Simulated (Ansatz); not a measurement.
# InH (model cell, started as wurtzite): the cell at rest, part 2 of 2

Aim: bring InH (model cell, started as wurtzite) to small forces and stress, as phonons need.

Ansatz 0.2.0; DFT PBEsol, scalar-relativistic, plane waves, PAW.

So far. Step 2 (Probe on a coarse mesh): The coarse mesh shows no gap and a pressure of -4.7 GPa.

The structure was built from a prototype and need not be the compound's stable phase.

## Step 4: Bringing the structure to rest, k-mesh 15×15×8

The relaxation is repeated from its end, on the mesh and smearing that suit the cell and gap now reached.

input.yaml reads:

```yaml
crystal:
  lattice:
    - [3.3734158902, 0.0, 0.0]
    - [-1.6867079451, 2.9214638584, 0.0]
    - [0.0, 0.0, 6.4767856829]
  atoms:
    - { symbol: In, position: [0.3333333333, 0.6666666667, 0.0288101487] }
    - { symbol: In, position: [0.6666666667, 0.3333333333, 0.5288101487] }
    - { symbol: H, position: [0.3333333333, 0.6666666667, 0.3461898513] }
    - { symbol: H, position: [0.6666666667, 0.3333333333, 0.8461898513] }
kpoints:
  mp_grid: { grid: [15, 15, 8] }
hamiltonian:
  xc: pbesol
scf:
  occupations: { method: gaussian, width: 0.1 }
output:
  forces: true
  stress: true
  eigenvalues: true
  write_density: true
  write_potential: true
  elf: true
  volumetric_format: npy
relax:
  adjacent_minimum: "off"
  f_tol: 0.005
  max_steps: 80
  cell: { stress_tol: 0.05 }
```

Started as:

```sh
> ansatz run input.yaml --threads 4 --pin off --max-ram 7168MiB --backend cpu --events-out ev --progress --plain --runs-dir out
```

Numbers of over 12 decimals in the logs are rounded to 6 here.

What it wrote:

```text
[...]
Crystal: 4 atoms, lattice volume = 63.831 Å³
Basis set: ecut = 420 eV, 1257 PW (Γ), exchange–correlation on 48×48×90 points (8 copies of the dense FFT grid, shifted against one another)
Bands: 18, of which v1, the nominal top of the filled ones, is band 14 counted from 1 (13 counted from 0)
Symmetry: 12 space group operations
[...]
--- Relaxed structure (8 steps of the walk, 6 accepted, 1 SCFs on fresh bases) ---
[...]
cell:  # Å, volume = 62.8587 Å³
    - [3.260785, 0, 0]
    - [-1.630392, 2.823922, 0]
    - [0, 0, 6.826384]
  atoms:
    - { symbol: In, position: [0.333333, 0.666667, 0.039593] }
    - { symbol: In, position: [0.666667, 0.333333, 0.539593] }
    - { symbol: H, position: [0.333333, 0.666667, 0.335407] }
    - { symbol: H, position: [0.666667, 0.333333, 0.835407] }
[key lines of the parts left out:]
SCF converged after 5 iterations
Free energy (F): -11080.459582 eV
Fermi energy:    8.497237 eV
P = ⅓ Tr σ = -0.0132 GPa (-0.132 kbar)
```

It took 31 s on 4 threads of Arm Neoverse V2, shared host; peak memory 0.51 GiB; 2 min of CPU time.

The steps of the relaxation:

```tsv
step	energy less that of the first step (eV)	largest force component (eV/Å)	pressure (GPa)	volume (Å³)
1	0.0000	0.0043	0.12	63.83
2	-0.0108	0.0446	-0.10	64.01
3	-0.0409	0.0564	-0.13	63.26
4	-0.0022	0.3328	0.73	62.04
5	-0.0435	0.0180	-0.03	62.77
6	-0.0444	0.0001	-0.06	62.93
7	-0.0445	0.0016	0.07	62.76
8	-0.0445	0.0001	0.00	62.86
9*	-0.0444	0.0005	-0.01	62.86
```

Relaxation steps marked * repeat the geometry before them on a plane-wave basis chosen anew for their cell, so energy and pressure can jump there. Relaxation steps 4, 7 were tried and not accepted.

Forces are held to the 12 operations that the run works with; a distortion that breaks them can't arise in this run.

```tsv
conventional cell, symmetrised	before	after	change
a (Å)	3.373	3.261	-3.3 %
b (Å)	3.373	3.261	-3.3 %
c (Å)	6.477	6.826	+5.4 %
volume (Å³/atom)	15.96	15.71	-1.5 %
```

The atoms that moved most (Å, as changes of fractional coordinates times the final cell):

```tsv
atom	dx	dy	dz	length
H3	0.000	0.000	-0.074	0.074
In1	0.000	0.000	0.074	0.074
In2	0.000	0.000	0.074	0.074
H4	0.000	0.000	-0.074	0.074
```

This step gave:

* pressure: -0.01322 GPa
* volume per atom: 15.71 Å³

Valence density in the ac plane at fractional y = 0.333, with atoms of In and H within 0.2 Å of it. It is the smooth field of the valence electrons, not physical close to the nuclei.

Ten steps, logarithmic in the rise over the least value, from '_' (0 e/Å³) to '@' (12 e/Å³), each cell a mean:
```
::::::::::::::....................
..................::::::::::......
................::::--====--::....
______________..::--==++++==::....
______________..::----====--::....
______________....::------::::....
______________....::::----::::....
..__________..::::--======----::..
....______..::--==++**##****++--::
::..........::==**##%%@@@@%%##++--
::........::--==**%%@@@@@@@@##**==
::........::--==**%%@@@@@@%%##++==
::..........::--++**##%%%%##**==--
..............::--====++++==--::::
..................::::::::::::....
______..__________..........______
__________________________________
__________________________________
____....__________________________
..............____________________
..::::::::::....______________....
::::------::::......________......
::----------::::......____......::
::----------::::................::
```
Columns run along a (3.3 Å), rows up along c (6.8 Å). Atoms in or near the plane, at fractional coordinates: In at (0.67, 0.54), H at (0.67, 0.84).

ELF in the ac plane at fractional y = 0.333, with atoms of In and H within 0.2 Å of it. It is the smooth field of the valence electrons, not physical close to the nuclei.

Ten even steps from '0' (0.00) to '9' (1.00), each cell a mean:
```
22222222234443322
22222222357776532
22222224689999853
21111125899999974
21000125799999974
11000124577877653
21101122333333332
22111222222222222
22222222222112222
22222222210000122
22222222100000022
22222222200000122
22222222221001222
22222222222222222
22333222222222222
23343221122222111
23343221111111111
12232211100000011
22222221100000111
22222222111111112
22222222211111222
22222222221111222
22222222222122222
22222222222222222
```
Columns run along a (3.3 Å), rows up along c (6.8 Å). Atoms in or near the plane, at fractional coordinates: In at (0.67, 0.54), H at (0.67, 0.84).

Electrostatic potential energy in the ac plane at fractional y = 0.333, with atoms of In and H within 0.2 Å of it. With pseudopotentials it is smooth inside the atoms' cores, unlike the true potential.

Ten even steps from '_' (-35 eV) to '@' (11 eV), each cell a mean:
```
%%%%######%%%%@@@@@@@@@@@@@@@@@@@@
@@%%%%%%%%%%@@@@@@@@@@@@@@@@@@@@@@
@@@@@@@@@@@@@@@@@@%%**====##@@@@@@
@@@@@@@@@@@@@@@@@@##::____==%%@@@@
@@@@@@@@@@@@@@@@@@%%++::--**@@@@@@
@@@@@@@@@@@@@@@@@@@@%%%%%%%%@@@@@@
@@@@@@@@@@@@@@@@@@%%%%%%%%%%%%@@@@
@@@@@@@@@@@@@@%%##**++++++**##%%%%
%%@@@@@@@@@@%%##++--::....::--++##
%%@@@@@@@@%%##++::__________..--**
##%%@@@@@@%%##==..____________::++
##%%@@@@@@%%##==..____________::++
%%@@@@@@@@@@%%**--..________::==##
@@@@@@@@@@@@@@%%##++==----==++##%%
@@@@@@@@@@@@@@@@%%%%########%%%%@@
@@@@@@@@@@@@@@@@@@@@@@@@@@@@@@@@@@
@@@@@@@@@@@@@@@@@@@@@@@@@@@@@@@@@@
@@@@@@@@@@@@@@@@@@@@@@@@@@@@@@@@@@
@@@@@@@@@@@@@@@@@@@@@@@@@@@@@@@@@@
@@@@@@@@@@@@@@@@@@@@@@@@@@@@@@@@@@
%%%%%%%%%%%%%%@@@@@@@@@@@@@@@@@@@@
%%##******##%%%%@@@@@@@@@@@@@@@@%%
##****++****##%%@@@@@@@@@@@@@@@@%%
####******##%%%%@@@@@@@@@@@@@@@@%%
```
Columns run along a (3.3 Å; values clipped at the 3rd and 97th percentile), rows up along c (6.8 Å). Atoms in or near the plane, at fractional coordinates: In at (0.67, 0.54), H at (0.67, 0.84).

In this step the volume went from 15.96 to 15.71 Å³/atom.

## Step 5: Relaxing to small forces for the phonons

Phonons need a cell at rest on their own settings, so the relaxation is repeated with tight tolerances on forces and stress, using the mesh and the filling of the phonon run that follows.

input.yaml reads:

```yaml
crystal:
  lattice:
    - [3.2607846561, 0.0, 0.0]
    - [-1.6303923281, 2.8239223485, 0.0]
    - [0.0, 0.0, 6.8263842948]
  atoms:
    - { symbol: In, position: [0.3333333333, 0.6666666667, 0.0395928465] }
    - { symbol: In, position: [0.6666666667, 0.3333333333, 0.5395928465] }
    - { symbol: H, position: [0.3333333333, 0.6666666667, 0.3354071535] }
    - { symbol: H, position: [0.6666666667, 0.3333333333, 0.8354071535] }
kpoints:
  mp_grid: { grid: [15, 15, 8] }
hamiltonian:
  xc: pbesol
scf:
  occupations: { method: methfessel_paxton, width: 0.2 }
output:
  forces: true
  stress: true
  eigenvalues: true
relax:
  adjacent_minimum: "off"
  f_tol: 0.001
  max_steps: 60
  cell: { stress_tol: 0.01 }
```

What it wrote:

```text
[...]
Crystal: 4 atoms, lattice volume = 62.859 Å³
Basis set: ecut = 420 eV, 1259 PW (Γ), exchange–correlation on 48×48×96 points (8 copies of the dense FFT grid, shifted against one another)
Bands: 18, of which v1, the nominal top of the filled ones, is band 14 counted from 1 (13 counted from 0)
Symmetry: 12 space group operations
[...]
--- Relaxed structure (3 steps of the walk, 3 accepted, 1 SCFs on fresh bases) ---
[...]
cell:  # Å, volume = 62.8411 Å³
    - [3.260184, 2.886221550966691e-11, 0]
    - [-1.630092, 2.823402, 0]
    - [0, 0.0, 6.826983]
  atoms:
    - { symbol: In, position: [0.333333, 0.666667, 0.039634] }
    - { symbol: In, position: [0.666667, 0.333333, 0.539634] }
    - { symbol: H, position: [0.333333, 0.666667, 0.335366] }
    - { symbol: H, position: [0.666667, 0.333333, 0.835366] }
[key lines of the parts left out:]
SCF converged after 8 iterations
Free energy (F): -11080.456970 eV
Fermi energy:    8.511910 eV
P = ⅓ Tr σ = -0.0016 GPa (-0.016 kbar)
```

It took 12 s on 4 threads; peak memory 0.51 GiB.

Little changed from the start: no atom moved by 0.005 Å and no cell edge by 0.1 %.

This step gave:

```
pressure : -0.001589 GPa
```

The largest force component left is 0.019 meV/Å and the pressure is -0.002 GPa, within the tolerances set. The cell now holds 15.71 Å³/atom.

## Step 6: What came out

| Item | Value |
| --- | --- |
| space group after relaxation (within 0.01 Å) | P6_3mc |
| lattice constant a | 3.260 Å |
| lattice constant b | 3.260 Å |
| lattice constant c | 6.827 Å |
| volume per atom | 15.7 Å³ |

What this shows: The largest force component left is 0.019 meV/Å and the pressure is -0.002 GPa, within the tolerances set. The cell now holds 15.71 Å³/atom. The relaxation keeps the symmetry of its start, so it says nothing on stability against lower symmetry. The starting cell was built on a prototype and not taken from a measurement, so the phase need not exist.

[Logs are printed without paths, hosts, clocks, repeated set-up lines and the standing remarks that a program may print on its own settings, such as how far it seeks lower states.]

[Hosts, paths, dates, database ids (printed as entryN), source tags and the programs' standing remarks are cut or masked in the printed files.]
